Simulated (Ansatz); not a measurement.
# Na on Pd(100): change of the work function, part 3 of 4

How does Na on the top site change the work function of Pd(100) as the layer fills?

Ansatz 0.2.0; plane-wave DFT, PBEsol, Ansatz PAW (the session's first sound run).

So far, work function, upper face (eV): step 2 (the clean slab) 5.21; step 3 (17 atoms, coverage 0.25 ML, cell 2x2) 1.88.

### 4. The covered slab, coverage 0.5 ML

System of this step: Na/Pd(100). The cell holds 18 atoms: 16 Pd and 2 Na. Cell: a = 5.501 Å, b = 5.501 Å, c = 26.959 Å, α = 90.0°, β = 90.0°, γ = 90.0°. Vacuum lies along c.

Another coverage, to see how the dipoles act on each other as their distance changes.

File input.yaml:

```yaml
crystal:
  lattice:
    - [5.5012907576, 0.0, 0.0]
    - [0.0, 5.5012907576, 0.0]
    - [0.0, 0.0, 26.9591062815]
  atoms:
    - { symbol: Pd, position: [0.25, 0.25, 0.3338389599] }
    - { symbol: Pd, position: [0.0, 0.0, 0.4059852684] }
    - { symbol: Pd, position: [0.25, 0.25, 0.4770987489] }
    - { symbol: Pd, position: [0.0, 0.0, 0.5473700102] }
    - { symbol: Pd, position: [0.25, 0.75, 0.3338389599] }
    - { symbol: Pd, position: [0.0, 0.5, 0.4059852684] }
    - { symbol: Pd, position: [0.25, 0.75, 0.4770987489] }
    - { symbol: Pd, position: [0.0, 0.5, 0.5473700102] }
    - { symbol: Pd, position: [0.75, 0.25, 0.3338389599] }
    - { symbol: Pd, position: [0.5, 0.0, 0.4059852684] }
    - { symbol: Pd, position: [0.75, 0.25, 0.4770987489] }
    - { symbol: Pd, position: [0.5, 0.0, 0.5473700102] }
    - { symbol: Pd, position: [0.75, 0.75, 0.3338389599] }
    - { symbol: Pd, position: [0.5, 0.5, 0.4059852684] }
    - { symbol: Pd, position: [0.75, 0.75, 0.4770987489] }
    - { symbol: Pd, position: [0.5, 0.5, 0.5473700102] }
    - { symbol: Na, position: [0.0, 0.0, 0.6661610401] }
    - { symbol: Na, position: [0.5, 0.5, 0.6661610401] }
kpoints:
  mp_grid: { grid: [6, 6, 1] }
hamiltonian:
  xc: pbesol
scf:
  occupations: { method: fermi_dirac, width: 0.1 }
  convergence: { dr2_threshold: 1.0e-08 }
efield:
  axis: 3
  dipole_correction: true
  ramp_position: 0.97
  ramp_width: 0.06
relax:
  f_tol: 0.02
  max_steps: 60
  constraints: [{ sites: [0, 1, 4, 5, 8, 9, 12, 13] }]
output:
  bader: true
  dos: { projected: true, e_range: [-8, 4] }
  write_potential: true
  write_density: true
  volumetric_format: npy
```

Run with:

```console
$ ansatz run input.yaml --threads 4 --pin off --max-ram 12288MiB --backend cpu --events-out ev --progress --plain --runs-dir out
```

Numbers of over 12 decimals in the logs are rounded to 6 here.

What it wrote:

```text
[...]
Crystal: 18 atoms, lattice volume = 815.896 Å³
Basis set: ecut = 420 eV, 15831 PW (Γ), exchange–correlation on 80×80×384 points (8 copies of the dense FFT grid, shifted against one another)
Bands: 184, of which v1, the nominal top of the filled ones, is band 153 counted from 1 (152 counted from 0)
Symmetry: 16 space group operations
[...]
k-points: 10 of 36
[...]
SCF iter   1: F=—  HF=-113452.859984 eV  |F-HF|=—  |Δ(HF+E_count)|=         —  Δρ=1.55e-2  dr2=3.30e1  ethr=1.77e-3  p=0.176 e·Å  D=3.91e-2 V/Å  ΔV_dip=-1.05 eV  dr2_dipole=1.62e1  V_vac-E_F(+/−)=3.56/4.61 eV  ⟨swp⟩=7.5  Hψ=7726  notcnv=0  defer=73
[...]
SCF iter  13: F=-113452.271758 eV  HF=-113452.271758 eV  |F-HF|=6.30e-9  |Δ(HF+E_count)|=   1.30e-8  Δρ=4.63e-7  dr2=3.05e-9  ethr=3.27e-12  p=0.389 e·Å  D=8.62e-2 V/Å  ΔV_dip=-2.32 eV  dr2_dipole=3.82e-12  V_vac-E_F(+/−)=2.89/5.21 eV  ⟨swp⟩=13.7  Hψ=13578  notcnv=0
SCF 1 converged in 13 iterations: F = -113452.271758 eV  dr2 = 3.05e-9
[...]
relax step   1: F+E_penalty+E_count = -113452.27175849 eV  Δ(F+E_penalty+E_count) = +0.000e0 eV  max|allowed force component| = 6.536e-1 eV/Å  Δτ_max = 0.0000 Å  (13 SCF iters, accepted)
[...]
SCF iter  12: F=-113452.552607 eV  HF=-113452.552607 eV  |F-HF|=5.53e-9  |Δ(HF+E_count)|=   1.77e-8  Δρ=4.82e-7  dr2=3.92e-9  ethr=3.27e-12  p=0.406 e·Å  D=9.00e-2 V/Å  ΔV_dip=-2.43 eV  dr2_dipole=1.37e-10  V_vac-E_F(+/−)=2.79/5.22 eV  ⟨swp⟩=8.0  Hψ=10358  notcnv=0
SCF 2 converged in 12 iterations: F = -113452.552607 eV  dr2 = 3.92e-9
relax step   2: F+E_penalty+E_count = -113452.55260653 eV  Δ(F+E_penalty+E_count) = -2.808e-1 eV  max|allowed force component| = 6.517e-1 eV/Å  Δτ_max = 0.1945 Å  (12 SCF iters, accepted)
SCF iter   1: F=—  HF=-113452.830123 eV  |F-HF|=—  |Δ(HF+E_count)|=         —  Δρ=4.04e-3  dr2=5.71e-1  ethr=7.67e-4  p=0.406 e·Å  D=9.00e-2 V/Å  ΔV_dip=-2.43 eV  dr2_dipole=8.62e-3  V_vac-E_F(+/−)=2.81/5.24 eV  ⟨swp⟩=5.1  Hψ=4650  notcnv=0  defer=120
[...]
SCF iter  12: F=-113452.809259 eV  HF=-113452.809259 eV  |F-HF|=4.19e-9  |Δ(HF+E_count)|=   2.52e-8  Δρ=4.86e-7  dr2=3.88e-9  ethr=3.27e-12  p=0.429 e·Å  D=9.51e-2 V/Å  ΔV_dip=-2.56 eV  dr2_dipole=6.77e-14  V_vac-E_F(+/−)=2.65/5.22 eV  ⟨swp⟩=12.7  Hψ=12378  notcnv=0
SCF 3 converged in 12 iterations: F = -113452.809259 eV  dr2 = 3.88e-9
relax step   3: F+E_penalty+E_count = -113452.80925940 eV  Δ(F+E_penalty+E_count) = -2.567e-1 eV  max|allowed force component| = 4.317e-1 eV/Å  Δτ_max = 0.1950 Å  (12 SCF iters, accepted)
[...]
relax step   4: F+E_penalty+E_count = -113452.93672555 eV  Δ(F+E_penalty+E_count) = -1.275e-1 eV  max|allowed force component| = 1.198e-1 eV/Å  Δτ_max = 0.1950 Å  (13 SCF iters, accepted)
[...]
relax step   5: F+E_penalty+E_count = -113452.96134831 eV  Δ(F+E_penalty+E_count) = -2.462e-2 eV  max|allowed force component| = 3.265e-2 eV/Å  Δτ_max = 0.1269 Å  (11 SCF iters, accepted)
SCF iter   1: F=—  HF=-113452.965345 eV  |F-HF|=—  |Δ(HF+E_count)|=         —  Δρ=1.03e-3  dr2=1.19e-2  ethr=2.57e-5  p=0.457 e·Å  D=1.01e-1 V/Å  ΔV_dip=-2.73 eV  dr2_dipole=4.17e-4  V_vac-E_F(+/−)=2.48/5.21 eV  ⟨swp⟩=3.0  Hψ=3530  notcnv=0  defer=122
[...]
SCF iter  10: F=-113452.963034 eV  HF=-113452.963034 eV  |F-HF|=5.28e-9  |Δ(HF+E_count)|=   7.44e-9  Δρ=2.65e-7  dr2=1.23e-9  ethr=3.27e-12  p=0.456 e·Å  D=1.01e-1 V/Å  ΔV_dip=-2.72 eV  dr2_dipole=1.90e-10  V_vac-E_F(+/−)=2.49/5.21 eV  ⟨swp⟩=12.4  Hψ=11720  notcnv=0
SCF 6 converged in 10 iterations: F = -113452.963034 eV  dr2 = 1.23e-9
relax step   6: F+E_penalty+E_count = -113452.96303380 eV  Δ(F+E_penalty+E_count) = -1.685e-3 eV  max|allowed force component| = 7.103e-3 eV/Å  Δτ_max = 0.0267 Å  (10 SCF iters, accepted)
[...]
the search or the solves at the SCF's close seem to have found levels that the self-consistency loop had missed (the run counts 2). By its estimate they hold under 1e-12 electrons; where the run keeps them, the occupations were computed again with them
WARN: The output density's exchange-correlation potential varies sharply where the density is thin. Do not read a vacuum level from v_tot or v_xc, or from such a field of the output density. On a cell that repeats whose density bears no net charge and no dipole along the vacuum's axis use v_es (v_loc + v_h of the components); under efield.dipole_correction with no amplitude use v_es + v_field, which holds any externa [...]
SCF converged after 10 iterations
Free energy (F): -113452.963034 eV
[...]
Internal energy: -113451.978840 eV  (E = F + TS)
E sigma→0 (E₀):  -113452.470937 eV
Entropy (-TS):   -0.984194 eV (-54.677 meV/atom)
Fermi energy:    3.456460 eV
Dipole field:    D = 0.101049 V/Å  (p = 0.455624 e·Å, saw-weighted, corrected)
Work function:   Φ+ = 2.4861 eV   Φ− = 5.2103 eV
[...]
--- Forces (eV/Å), atoms counted from 1 ---
  atom   1  Pd     0.00000000     0.00000000     0.26258737
  atom   2  Pd    -0.00000000    -0.00000000    -0.23207963
  atom   3  Pd     0.00000000     0.00000000    -0.00013133
  atom   4  Pd    -0.00000000    -0.00000000    -0.00710288
  atom   5  Pd     0.00000000    -0.00000000     0.26258737
  atom   6  Pd     0.00000000    -0.00000000    -0.28413842
  atom   7  Pd    -0.00000000    -0.00000000    -0.00013133
  atom   8  Pd    -0.00000000     0.00000000     0.00046042
  atom   9  Pd     0.00000000    -0.00000000     0.26258737
  atom  10  Pd     0.00000000     0.00000000    -0.28413842
  atom  11  Pd    -0.00000000    -0.00000000    -0.00013133
  atom  12  Pd    -0.00000000    -0.00000000     0.00046042
  atom  13  Pd     0.00000000     0.00000000     0.26258737
  atom  14  Pd    -0.00000000    -0.00000000    -0.23207963
  atom  15  Pd     0.00000000     0.00000000    -0.00013133
  atom  16  Pd    -0.00000000    -0.00000000    -0.00710288
  atom  17  Na     0.00000000     0.00000000    -0.00207213
  atom  18  Na    -0.00000000     0.00000000    -0.00207213
  max |Σ_I F_I| component: 4.11e-5 eV/Å
--- Band table (eV; the first three rows and the last of 10) ---
  k-point 0: bands = [... 149 lower, 3.4579, 3.5326, 3.5326, 3.7036, 3.7471, 3.9559, 4.1047, 4.3846, ... 27 higher]
  k-point 1: bands = [... 149 lower, 3.3889, 3.5041, 3.5219, 3.5287, 3.5829, 3.7698, 3.7735, 3.8769, ... 27 higher]
  k-point 2: bands = [... 149 lower, 3.3210, 3.3309, 3.3314, 3.4091, 3.4288, 3.5236, 3.5728, 3.6030, ... 27 higher]
  k-point 9: bands = [... 149 lower, 2.7786, 2.8342, 2.8342, 3.4205, 3.4205, 3.5282, 3.5282, 3.9015, ... 27 higher]
--- Relaxed structure (6 steps of the walk, 6 accepted, 0 SCFs on fresh bases) ---
  F+E_penalty+E_count = -113452.96303380 eV   max|allowed force component| = 7.103e-3 eV/Å
  atoms:
    - { symbol: Pd, position: [0.250000, 0.250000, 0.333839] }
    - { symbol: Pd, position: [0.0, 0.0, 0.405985] }
    - { symbol: Pd, position: [0.250000, 0.250000, 0.477394] }
    - { symbol: Pd, position: [0, 0, 0.544602] }
    - { symbol: Pd, position: [0.250000, 0.750000, 0.333839] }
    - { symbol: Pd, position: [0.0, 0.500000, 0.405985] }
    - { symbol: Pd, position: [0.250000, 0.750000, 0.477394] }
    - { symbol: Pd, position: [0, 0.500000, 0.553034] }
    - { symbol: Pd, position: [0.750000, 0.250000, 0.333839] }
    - { symbol: Pd, position: [0.500000, 0.0, 0.405985] }
    - { symbol: Pd, position: [0.750000, 0.250000, 0.477394] }
    - { symbol: Pd, position: [0.500000, 0, 0.553034] }
    - { symbol: Pd, position: [0.750000, 0.750000, 0.333839] }
    - { symbol: Pd, position: [0.500000, 0.500000, 0.405985] }
    - { symbol: Pd, position: [0.750000, 0.750000, 0.477394] }
    - { symbol: Pd, position: [0.500000, 0.500000, 0.544602] }
    - { symbol: Na, position: [0, 0, 0.640764] }
    - { symbol: Na, position: [0.500000, 0.500000, 0.640764] }
--- Bader charges: 18 sites ---
  site symbol  charge [e]  shift [e]
     0     Pd     -0.0306     0.0000
     1     Pd      0.0271     0.0000
     2     Pd      0.0175     0.0001
     3     Pd     -0.2621     0.0003
     4     Pd     -0.0306     0.0000
     5     Pd      0.0293     0.0000
     6     Pd      0.0175     0.0001
     7     Pd     -0.3740     0.0000
     8     Pd     -0.0306     0.0000
     9     Pd      0.0293     0.0000
    10     Pd      0.0175     0.0001
    11     Pd     -0.3740     0.0000
    12     Pd     -0.0306     0.0000
    13     Pd      0.0271     0.0000
    14     Pd      0.0175     0.0001
    15     Pd     -0.2621     0.0003
    16     Na      0.6059     0.0002
    17     Na      0.6059     0.0002
  estimated error of the sums over rays = 7.1e-4 e
```

Elapsed: 6.2 min, on 4 threads of Arm Neoverse V1, shared host; peak memory 3.6 GiB.

Relaxation path:

```csv
step,energy less that of the first step (eV),largest force component (eV/Å)
1,0.0000,0.6536
2,-0.2808,0.6517
3,-0.5375,0.4317
4,-0.6650,0.1198
5,-0.6896,0.0327
6,-0.6913,0.0071
```

The run keeps the 16 symmetry operations that it works with, so distortions that break them were not tested.

The atoms that moved most (Å):

```csv
atom,dx,dy,dz,length
Na18,0.000,0.000,-0.685,0.685
Na17,0.000,0.000,-0.685,0.685
Pd8,0.000,0.000,0.153,0.153
Pd12,0.000,0.000,0.153,0.153
Pd16,0.000,0.000,-0.075,0.075
Pd4,0.000,0.000,-0.075,0.075
Pd11,0.000,0.000,0.008,0.008
Pd15,0.000,0.000,0.008,0.008
```

Numbers from this step:

| Quantity | Value |
| --- | --- |
| energy at zero smearing | -113452.4709 eV |
| work function, upper face | 2.486 eV |
| dipole along the normal | 0.4556 e·Å |
| step between the vacuum levels | -2.724 eV |

Running mean over 1.945 Å of the planar mean; the ramp of the sawtooth is left out. Table of electron's electrostatic potential energy less the Fermi level by z:

```csv
z (Å),electron's electrostatic potential energy less the Fermi level (eV)
3.5,5.21
4.0,5.21
4.5,5.21
5.0,5.21
5.5,5.20
6.0,5.17
6.5,5.07
7.0,4.66
7.5,2.83
8.0,-1.57
8.5,-6.10
9.0,-8.00
9.5,-8.31
10.0,-8.38
10.5,-8.45
11.0,-8.56
11.5,-8.71
12.0,-8.78
12.5,-8.71
13.0,-8.69
13.5,-8.72
14.0,-8.58
14.5,-8.29
15.0,-7.56
15.5,-4.88
16.0,-1.19
16.5,-0.0881
17.0,-0.736
17.5,-1.21
18.0,-0.766
18.5,0.730
19.0,1.67
19.5,2.08
20.0,2.29
20.5,2.40
21.0,2.45
21.5,2.47
22.0,2.48
22.5,2.48
23.0,2.48
23.5,2.49
```

The density of states has structure finer than the step of the table below, so its rows give means over 0.5 eV, whole bins alone (the curve runs from -8 to 1.98 eV). Peaks (eV: height): -3.70: 60.0, -2.92: 52.1, -2.65: 50.6, -2.47: 48.0, -2.20: 66.9, -1.74: 54.8, -0.09: 56.1.

The density of states by energy, zero at the Fermi level; means over each step:

```csv
energy (eV),density of states (states/eV a cell)
-7.0,0
-6.5,0.919
-6.0,1.33
-5.5,2.17
-5.0,15.2
-4.5,26.7
-4.0,27.2
-3.5,29.0
-3.0,24.5
-2.5,36.6
-2.0,28.7
-1.5,37.7
-1.0,36.2
-0.5,37.4
0.0,29.9
0.5,7.42
1.0,6.09
1.5,5.76
```

Projected DOS per atom over height of the atomic layer and energy from the Fermi level. Layers: Pd4 Pd4 Pd4 Pd4 Na2 from below.

Ten even steps from '0' (0.00 states/eV) to '9' (2.82 states/eV), each cell a mean:
```
00000
00001
00001
10011
67741
97680
95581
85691
84470
97690
67770
45440
56560
36640
18920
03410
00000
00000
00000
00000
00000
00000
```
Columns: height of the atomic layer (Å) from 9 to 17.3 (not evenly spaced); rows upwards: energy from the Fermi level (eV) from -7.96 to 1.95.

The relaxation took 6 steps and lowered the energy by 0.69 eV; the largest force on the free atoms ends at 0.0071 eV/Å.

The covered face has 2.49 eV, -2.72 eV against the clean one; the bare back face has moved by +0.00 eV, a measure of how thin the slab is.

### 5. Work function against coverage

This step: plane-wave DFT, PBEsol, Ansatz PAW; work function against coverage (Ansatz 0.2.0).

The runs are now put side by side.

This step gave:

```
work function of the clean face     : 5.207 eV
largest change of the work function : -3.328 eV
```

Work function of the covered face against coverage:

```csv
coverage (adsorbates/nm²),work function of the covered face (eV)
0.00,5.21
3.30,1.88
6.61,2.49
```

The dipole per adsorbate comes from the change of the cell's dipole. Coverage, by row:

```csv
coverage (1/nm²),coverage (ML),work function (eV),change (eV),"dipole per adsorbate, positive end outwards (debye)",mean height of the added atoms over the highest substrate atom (Å)
3.304,0.25,1.878,-3.328,2.674,2.35
6.608,0.5,2.486,-2.721,1.093,2.365
```

### 6. The 0.25 ML cell at another level of theory, cutoff 420 eV, functional RPBE

This step: plane-wave DFT, RPBE, Ansatz PAW (Ansatz 0.2.0).

System of this step: Na/Pd(100). The cell holds 17 atoms: 16 Pd and 1 Na. Its edges and angles: a = 5.501 Å, b = 5.501 Å, c = 26.959 Å, α = 90.0°, β = 90.0°, γ = 90.0°. Vacuum lies along c.

The geometry is kept and the functional is RPBE.

File input.yaml:

```yaml
crystal:
  lattice:
    - [5.5012907576, 0.0, 0.0]
    - [0.0, 5.5012907576, 0.0]
    - [0.0, 0.0, 26.9591062815]
  atoms:
    - { symbol: Pd, position: [0.25, 0.25, 0.3338389599] }
    - { symbol: Pd, position: [0.0, 0.0, 0.4059852684] }
    - { symbol: Pd, position: [0.2530172998, 0.2530172998, 0.4772805463] }
    - { symbol: Pd, position: [0.0, 0.0, 0.5424561987] }
    - { symbol: Pd, position: [0.25, 0.75, 0.3338389599] }
    - { symbol: Pd, position: [0.0, 0.5, 0.4059852684] }
    - { symbol: Pd, position: [0.2530172998, 0.7469827002, 0.4772805463] }
    - { symbol: Pd, position: [0.0, 0.5, 0.5497882412] }
    - { symbol: Pd, position: [0.75, 0.25, 0.3338389599] }
    - { symbol: Pd, position: [0.5, 0.0, 0.4059852684] }
    - { symbol: Pd, position: [0.7469827002, 0.2530172998, 0.4772805463] }
    - { symbol: Pd, position: [0.5, 0.0, 0.5497882412] }
    - { symbol: Pd, position: [0.75, 0.75, 0.3338389599] }
    - { symbol: Pd, position: [0.5, 0.5, 0.4059852684] }
    - { symbol: Pd, position: [0.7469827002, 0.7469827002, 0.4772805463] }
    - { symbol: Pd, position: [0.5, 0.5, 0.5497050996] }
    - { symbol: Na, position: [0.0, 0.0, 0.6369704624] }
kpoints:
  mp_grid: { grid: [6, 6, 1] }
hamiltonian:
  xc: rpbe
scf:
  occupations: { method: fermi_dirac, width: 0.1 }
  convergence: { dr2_threshold: 1.0e-08 }
efield:
  axis: 3
  dipole_correction: true
  ramp_position: 0.97
  ramp_width: 0.06
output:
  write_potential: true
  write_density: true
  volumetric_format: npy
```

What it wrote:

```text
[...]
Crystal: 17 atoms, lattice volume = 815.896 Å³
Basis set: ecut = 420 eV, 15831 PW (Γ)
Bands: 179, of which v1, the nominal top of the filled ones, is band 149 counted from 1 (148 counted from 0)
Symmetry: 8 space group operations
[...]
k-points: 10 of 36
[...]
SCF iter   1: F=—  HF=-113174.347049 eV  |F-HF|=—  |Δ(HF+E_count)|=         —  Δρ=1.03e-2  dr2=8.23e0  ethr=1.77e-3  p=0.463 e·Å  D=1.03e-1 V/Å  ΔV_dip=-2.77 eV  dr2_dipole=2.07e0  V_vac-E_F(+/−)=1.87/4.64 eV  ⟨swp⟩=7.1  Hψ=7145  notcnv=0  defer=69
[...]
SCF iter  13: F=-113174.208707 eV  HF=-113174.208707 eV  |F-HF|=4.22e-10  |Δ(HF+E_count)|=   7.46e-8  Δρ=5.32e-7  dr2=5.03e-9  ethr=3.37e-12  p=0.509 e·Å  D=1.13e-1 V/Å  ΔV_dip=-3.05 eV  dr2_dipole=8.93e-11  V_vac-E_F(+/−)=1.85/4.89 eV  ⟨swp⟩=18.4  Hψ=6607  notcnv=0
SCF 1 converged in 13 iterations: F = -113174.208707 eV  dr2 = 5.03e-9
[...]
SCF converged after 13 iterations
Free energy (F): -113174.208707 eV
[...]
Internal energy: -113173.216962 eV  (E = F + TS)
E sigma→0 (E₀):  -113173.712835 eV
Entropy (-TS):   -0.991745 eV (-58.338 meV/atom)
Fermi energy:    3.620922 eV
Dipole field:    D = 0.113001 V/Å  (p = 0.509513 e·Å, saw-weighted, corrected)
Work function:   Φ+ = 1.8462 eV   Φ− = 4.8926 eV
[...]
--- Band table (eV; the first three rows and the last of 10) ---
  k-point 0: bands = [... 145 lower, 3.7089, 3.7089, 3.7811, 3.8588, 3.8996, 4.1578, 4.2635, 4.8166, ... 26 higher]
  k-point 1: bands = [... 145 lower, 3.5610, 3.6634, 3.6906, 3.7529, 3.9614, 4.0293, 4.0403, 4.1438, ... 26 higher]
  k-point 2: bands = [... 145 lower, 3.4984, 3.5128, 3.5331, 3.5677, 3.5910, 3.7177, 3.7434, 3.7608, ... 26 higher]
  k-point 9: bands = [... 145 lower, 3.0145, 3.0507, 3.0507, 3.6140, 3.6250, 3.6627, 3.6627, 4.1522, ... 26 higher]
```

Elapsed: 75 s, on 4 threads; peak memory 3.3 GiB; 4.9 min of CPU time.

Numbers from this step:

```yaml
energy_at_zero_smearing: -113173.7128 eV
work_function_upper_face: 1.846 eV
work_function_lower_face: 4.893 eV
dipole_along_the_normal: 0.5095 e·Å
step_between_the_vacuum_levels: -3.046 eV
```

The work function comes to 1.85 eV, -0.03 eV from the first level.

### 7. The 0.25 ML cell at another level of theory, cutoff 420 eV, functional LDA

This step: plane-wave DFT, LDA, Ansatz PAW (Ansatz 0.2.0).

The geometry is kept and the functional is LDA.

input.yaml, as its differences from that of step 6:

```diff
@@ -26,3 +26,3 @@
 hamiltonian:
-  xc: rpbe
+  xc: lda
 scf:
```

What it wrote:

```text
[...]
Crystal: 17 atoms, lattice volume = 815.896 Å³
Basis set: ecut = 420 eV, 15831 PW (Γ)
Bands: 179, of which v1, the nominal top of the filled ones, is band 149 counted from 1 (148 counted from 0)
Symmetry: 8 space group operations
[...]
k-points: 10 of 36
[...]
SCF iter   1: F=—  HF=-110973.596547 eV  |F-HF|=—  |Δ(HF+E_count)|=         —  Δρ=1.41e-2  dr2=1.05e1  ethr=1.77e-3  p=0.463 e·Å  D=1.03e-1 V/Å  ΔV_dip=-2.77 eV  dr2_dipole=2.18e0  V_vac-E_F(+/−)=2.12/4.89 eV  ⟨swp⟩=7.1  Hψ=7551  notcnv=0  defer=69
[...]
SCF iter  13: F=-110973.250644 eV  HF=-110973.250644 eV  |F-HF|=9.94e-9  |Δ(HF+E_count)|=   3.12e-8  Δρ=5.94e-7  dr2=6.21e-9  ethr=3.37e-12  p=0.574 e·Å  D=1.27e-1 V/Å  ΔV_dip=-3.43 eV  dr2_dipole=3.66e-10  V_vac-E_F(+/−)=2.07/5.50 eV  ⟨swp⟩=23.7  Hψ=7020  notcnv=0
SCF 1 converged in 13 iterations: F = -110973.250644 eV  dr2 = 6.21e-9
[...]
SCF converged after 13 iterations
Free energy (F): -110973.250644 eV
[...]
Internal energy: -110972.249268 eV  (E = F + TS)
E sigma→0 (E₀):  -110972.749956 eV
Entropy (-TS):   -1.001376 eV (-58.904 meV/atom)
Fermi energy:    3.191167 eV
Dipole field:    D = 0.127276 V/Å  (p = 0.573876 e·Å, saw-weighted, corrected)
Work function:   Φ+ = 2.0716 eV   Φ− = 5.5028 eV
[...]
--- Band table (eV; the first three rows and the last of 10) ---
  k-point 0: bands = [... 145 lower, 3.2849, 3.2849, 3.3619, 3.4311, 3.4723, 3.7311, 3.8358, 4.5032, ... 26 higher]
  k-point 1: bands = [... 145 lower, 3.1445, 3.2327, 3.2589, 3.3326, 3.5263, 3.5334, 3.6076, 3.7503, ... 26 higher]
  k-point 2: bands = [... 145 lower, 3.0803, 3.0910, 3.1051, 3.1454, 3.1748, 3.2883, 3.3145, 3.3396, ... 26 higher]
  k-point 9: bands = [... 145 lower, 2.5765, 2.6143, 2.6143, 3.1864, 3.1977, 3.2348, 3.2348, 3.6790, ... 26 higher]
```

It took 80 s on 4 threads; peak memory 3.3 GiB.

Numbers from this step:

```yaml
energy_at_zero_smearing: -110972.7500 eV
work_function_upper_face: 2.072 eV
work_function_lower_face: 5.503 eV
dipole_along_the_normal: 0.5739 e·Å
step_between_the_vacuum_levels: -3.431 eV
```

The work function comes to 2.07 eV, +0.19 eV from the first level.

(Part 3 of 4 ends here.)

[Logs are printed without paths, hosts, clocks, repeated set-up lines and the standing remarks that a program may print on its own settings, such as how far it seeks lower states.]

[Hosts, paths, dates, database ids (printed as entryN), source tags and the programs' standing remarks are cut or masked in the printed files.]

[Maps of the electrostatic potential energy from Ansatz leave out the sawtooth potential of an applied field or a dipole correction, so their vacuum need not be flat; planar profiles and work functions include it.]

[The density of states shown here was stored with 400 of the rows of the run's finer table, so its peaks can read low, often by over a quarter, or be missed, and its means over a window can be off by a tenth or more.]
